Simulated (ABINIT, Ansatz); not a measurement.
# A GW chain in ABINIT: CsCaF3 (Pm-3m), part 3 of 3

How does a plane-wave GW calculation on CsCaF3 (Pm-3m) run from the first input to the gap?

ABINIT 10.8.3; LDA and many-body steps on it, plane waves. Known limits of the many-body steps: not at the basis limit; no spin-orbit coupling; coarse k mesh.

So far. Step 4 (Empty states on the mesh, 2×2×2 mesh, 71 bands): On this mesh the gap is 6.840 eV. Step 5 (Screening, 2×2×2 mesh, 65 bands, screening to 98 eV): Local fields lower ε∞ by 9 %. On a Γ-centred mesh this coarse the value itself is usually too large, while a short band sum pulls it down.

## Step 6: Self-energy, 2×2×2 mesh, 65 bands, screening to 98 eV

The self-energy is evaluated for the states that the input lists, and the levels follow from it, in one-shot runs by the linearised quasiparticle equation.

This step: G0W0 on LDA, plane waves, norm-conserving pseudopotentials.

The input, run.abi:

```
acell 3*1.0 Angstrom
rprim 
  4.520531030000 0.000000000000 0.000000000000
  0.000000000000 4.520531030000 0.000000000000
  0.000000000000 0.000000000000 4.520531030000
ntypat 3
znucl 55 20 9
natom 5
typat 1 2 3 3 3
xred 
  0.000000000000 0.000000000000 0.000000000000
  0.500000000000 0.500000000000 0.500000000000
  0.000000000000 0.500000000000 0.500000000000
  0.500000000000 0.000000000000 0.500000000000
  0.500000000000 0.500000000000 0.000000000000
pp_dirpath "pseudos"
pseudos "Cs.upf, Ca.upf, F.upf"
ecut 36
ngkpt 2 2 2
nshiftk 1
shiftk 0 0 0
kptopt 1
chksymbreak 0
istwfk *1
occopt 1
irdwfk 1
optdriver 4
nband 65
gwcalctyp 0
ecutsigx 36
symsigma 1
nkptgw 2
kptgw 
  0.5000000000 0.5000000000 0.5000000000
  0.0000000000 0.0000000000 0.0000000000
bdgw 
  18 23
  18 23
ecuteps 3.6
irdscr 1
ppmodel 1
indata_prefix "in"
outdata_prefix "out"
tmpdata_prefix "tmp"
```

Run with:

```bash
$ OMP_NUM_THREADS=1 mpirun -n 4 abinit run.abi > log
```

Numbers of over 12 decimals in the logs are rounded to 6 here.

The program printed:

```text
.Version 10.8.3 of ABINIT. v10.8.2 released Aug 2026.

 Symmetries : space group Pm -3 m (#221); Bravais cP (primitive cubic)
[... echo of the input left out ...]
== DATASET  1 ==================================================================
-   mpi_nproc: 4, omp_nthreads: 1 (-1 if OMP is not activated)

--- !DatasetInfo
iteration_state: {dtset: 1, }
dimensions: {natom: 5, nkpt: 4, mband: 65, nsppol: 1, nspinor: 1, nspden: 1, mpw: 6488, }
cutoff_energies: {ecut:  36.0, pawecutdg:  -1.0, }
electrons: {nelect:   4.00000000E+01, charge:   0.00000000E+00, occopt:   1.00000000E+00, tsmear:   1.00000000E-02, }

 SIGMA: Calculation of the GW corrections

 Based on a program developped by R.W. Godby, V. Olevano, G. Onida, and L. Reining.
 Incorporated in ABINIT by V. Olevano, G.-M. Rignanese, and M. Torrent.
.Using double precision arithmetic ; gwpc =  8

[... cell and pseudopotentials left out ...]
--------------------------------------------------------------------------------

 ==== K-mesh for the wavefunctions ====
 Number of points in the irreducible wedge :     4
[... list of points left out ...]
 Together with 48 symmetry operations and time-reversal symmetry
 yields     8 points in the full Brillouin Zone.

 ==== Q-mesh for screening function ====
 Number of points in the irreducible wedge :     4
[... list of points left out ...]
 Together with 48 symmetry operations and time-reversal symmetry
 yields     8 points in the full Brillouin Zone.

 vcoul_init : cutoff-mode = AUXILIARY_FUNCTION
 q-points for optical limit:   1
     1)      0.000010    0.000020    0.000030
 setmesh: FFT mesh size selected  =    48x   48x   48
          total number of points  =       110592

 Number of electrons calculated from density =   40.0000; Expected =   40.0000
 average of density, n =  0.064165
 r_s =    1.5495
 omega_plasma =   24.4345 [eV]

 === KS Band Gaps ===
  >>>> For spin  1
   Minimum direct gap =   6.8644 [eV], located at k-point      :   0.0000  0.0000  0.0000
   Fundamental gap    =   6.8403 [eV], Top of valence bands at :   0.5000  0.5000  0.5000
                                       Bottom of conduction at :   0.0000  0.0000  0.0000
 SIGMA fundamental parameters:
 PLASMON POLE MODEL  1
 number of plane-waves for SigmaX                 6451
 number of plane-waves for SigmaC and W            203
 number of plane-waves for wavefunctions          6451
 number of bands                                    65
 number of independent spin polarizations            1
 number of spinorial components                      1
 number of k-points in IBZ                           4
 number of q-points in IBZ                           4
 number of symmetry operations                      48
 number of k-points in BZ                            8
 number of q-points in BZ                            8
 number of frequencies for dSigma/dE                 9
 frequency step for dSigma/dE [eV]                0.25
 number of omega for Sigma on real axis              0
 max omega for Sigma on real axis  [eV]           0.00
 zcut for avoiding poles [eV]                     0.10

 EPSILON^-1 parameters (SCR file):
 dimension of the eps^-1 matrix on file            203
 dimension of the eps^-1 matrix used               203
 number of plane-waves for wavefunctions          6451
 number of bands                                    65
 number of q-points in IBZ                           4
 number of frequencies                               2
 number of real frequencies                          1
 number of imag frequencies                          1

 matrix elements of self-energy operator (all in [eV])

 Perturbative Calculation

--- !SelfEnergy_ee
iteration_state: {dtset: 1, }
kpoint     : [   0.500,    0.500,    0.500, ]
spin       : 1
KS_gap     :    8.824
QP_gap     :   12.648
Delta_QP_KS:    3.824
data: !SigmaeeData |
     Band     E0 <VxcDFT>   SigX SigC(E0)      Z dSigC/dE  Sig(E)    E-E0       E
       18   0.152 -21.956 -29.477   5.387   0.794  -0.260 -23.649  -1.693  -1.541
       19   0.152 -21.956 -29.477   5.387   0.794  -0.260 -23.649  -1.693  -1.541
       20   0.152 -21.956 -29.477   5.387   0.794  -0.260 -23.649  -1.693  -1.541
       21   8.976  -9.539  -4.486  -2.635   0.881  -0.135  -7.409   2.131  11.107
       22   8.976  -9.539  -4.486  -2.635   0.881  -0.135  -7.409   2.131  11.107
       23   8.976  -9.539  -4.486  -2.635   0.881  -0.135  -7.409   2.131  11.107

--- !SelfEnergy_ee
iteration_state: {dtset: 1, }
kpoint     : [   0.000,    0.000,    0.000, ]
spin       : 1
KS_gap     :    6.864
QP_gap     :   10.543
Delta_QP_KS:    3.679
data: !SigmaeeData |
     Band     E0 <VxcDFT>   SigX SigC(E0)      Z dSigC/dE  Sig(E)    E-E0       E
       18   0.128 -21.756 -29.060   5.210   0.798  -0.253 -23.427  -1.671  -1.543
       19   0.128 -21.756 -29.060   5.210   0.798  -0.253 -23.427  -1.671  -1.543
       20   0.128 -21.756 -29.060   5.210   0.798  -0.253 -23.427  -1.671  -1.543
       21   6.993  -9.484  -4.516  -2.701   0.885  -0.130  -7.477   2.008   9.000
       22   8.181  -8.906  -3.995  -2.587   0.884  -0.132  -6.852   2.054  10.235
       23   8.181  -8.906  -3.995  -2.587   0.884  -0.132  -6.852   2.054  10.235

== END DATASET(S) ==============================================================
================================================================================

 -outvars: echo values of variables after computation  --------
           etotal      0.0000000000E+00
            nband          65
             nkpt           4
          spgroup         221
 [... the other variables as echoed above ...]

 Calculation completed.
```

Wall time 4.9 s (4 MPI ranks of Arm Neoverse V2, shared host); peak memory 0.77 GiB; 19 s of CPU time.

Numbers from this step:

```yaml
g0w0_gap_on_the_points_computed: 10.54 eV
starting_gap_on_the_mesh: 6.840 eV
k_of_the_valence_top: 0.5, 0.5, 0.5
k_of_the_conduction_bottom: 0, 0, 0
z_at_the_valence_top: 0.794
z_at_the_conduction_bottom: 0.885
least_direct_g0w0_gap_on_the_computed_points: 10.54 eV
```

The gap on the mesh goes from 6.84 eV to 10.54 eV, a correction of +3.70 eV.

Limits: finite bands, cutoff and mesh; no spin-orbit coupling; coarse k mesh. v1 is the top filled band, c1 the lowest empty one. The levels before and after the correction (eV, zero at the valence-band top of each column):

```tsv
	conduction bottom	valence top
Kohn-Sham	6.84	0.00
G0W0	10.54	0.00
```

```tsv
	level	energy (eV)
Kohn-Sham	(0.5 0.5 0.5) v3-v1	0.000
Kohn-Sham	(0.5 0.5 0.5) c1-c3	8.824
Kohn-Sham	Γ v3-v1	-0.024
Kohn-Sham	Γ c1	6.840
Kohn-Sham	Γ c2-c3	8.029
G0W0	(0.5 0.5 0.5) v3-v1	0.000
G0W0	(0.5 0.5 0.5) c1-c3	12.648
G0W0	Γ v3-v1	-0.002
G0W0	Γ c1	10.541
G0W0	Γ c2-c3	11.776
```

## Step 7: Where the time went

Times are wall times on 4 MPI ranks of Arm Neoverse V2, shared host, good to a factor of about two.

```tsv
step	time	share	memory (GiB)
ground state	21 s	21 %	0.35
bands along the symmetry lines	53 s	52 %	0.41
empty states on the mesh	15 s	15 %	0.32
screening	8.3 s	8 %	0.85
self-energy	4.9 s	5 %	0.77
```

## Step 8: Summary of results

| Property | Result |
| --- | --- |
| LDA gap | 6.84 eV, indirect (only 24 meV under the direct gap) |
| G0W0 gap on the mesh | 10.54 eV |
| GW settings | 2×2×2 mesh, 65 bands, screening to 98 eV, Godby-Needs plasmon pole |
| known limits | not at the basis limit; no spin-orbit coupling; coarse k mesh |

In words: G0W0 moves the gap on the mesh from 6.84 eV to 10.54 eV (+3.70 eV), with Z of 0.79 and 0.89 at the edges. Local fields lower the RPA ε∞ on this mesh from 2.61 to 2.37; a Γ-centred mesh this coarse tends to raise both, most where the direct gap is narrow, while a short band sum lowers them. Only 2 of the mesh's irreducible points were corrected, so a valley elsewhere could overtake. The dearest step here is «bands along the symmetry lines». Bands and cutoff are finite, so the gap is not at the basis limit. The miss can reach some tenths of an eV and take either sign; the mesh is an error of its own. In the G0W0 run levels were corrected at 2 k points alone, so a gap called «on the mesh» is the least over those, and an edge elsewhere would be missed. The 2×2×2 mesh is coarse for this cell, which bears on the long-range parts of exchange and screening. This is the ideal cubic cell; many perovskites, halides above all, are cubic only on average, and local tilts or off-centring can widen the gap. The many-body steps are scalar-relativistic: spin-orbit coupling is not in them.

[Paths, hosts, dates, memory and timing lines, banners, echoed tables and standing remarks are left out of the program output.]

[Logs are printed without paths, hosts, clocks, repeated set-up lines and the standing remarks that a program may print on its own settings, such as how far it seeks lower states.]

[Runs of the session that timed out or met a known fault of the program may be left out.]

[Hosts, paths, dates, database ids (printed as entryN), source tags and the programs' standing remarks are cut or masked in the printed files.]

[G0W0 gaps are taken among the corrected bands and points alone; a level outside them can change the order at an edge.]

[Where Ansatz stands beside ABINIT at settings called matched, ABINIT's density can come from a denser mesh and the files from another edition; pairs whose starting gaps differed by over 0.03 eV were left out, so agreement reads better than it is.]
